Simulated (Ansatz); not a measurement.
Rows from a G0W0 calculation on PtSe2/PtSe2 (aligned bilayer) (Ansatz 0.2.0; G0W0 on PBE, plane waves, PAW; PAW set soft_1; 6×6×1 mesh, 116 empty bands, screening to 29 eV, PAW set soft_1 files), in eV. Spin-orbit coupling is left out.

| row | Σx | Σc | Vxc | Z |
| --- | --- | --- | --- | --- |
| A | -18.46 | 1.99 | -16.77 | 0.72 |
| B | -16.08 | -2.05 | -18.97 | 0.73 |
| C | -19.50 | 2.31 | -17.48 | 0.72 |
| D | -16.28 | -2.19 | -19.33 | 0.73 |

Question: Which rows are filled states and which are empty ones, and how can one tell?

Filled: A and C. Empty: B and D. The sign of Σc tells: for a filled state bare exchange, which holds its interaction with itself, lies below Vxc (Σx − Vxc is -1.7 eV or lower here) and screening gives part back as a positive Σc. For an empty state Σx lies above Vxc (+2.9 eV or more) and the Coulomb hole leaves Σc negative.

[Runs of the session that timed out or met a known fault of the program may be left out.]

[Cells called generated may have been cut or substituted from an entry of the Crystallography Open Database or the Materials Project.]

[Hosts, paths, dates, database ids (printed as entryN), source tags and the programs' standing remarks are cut or masked in the printed files.]
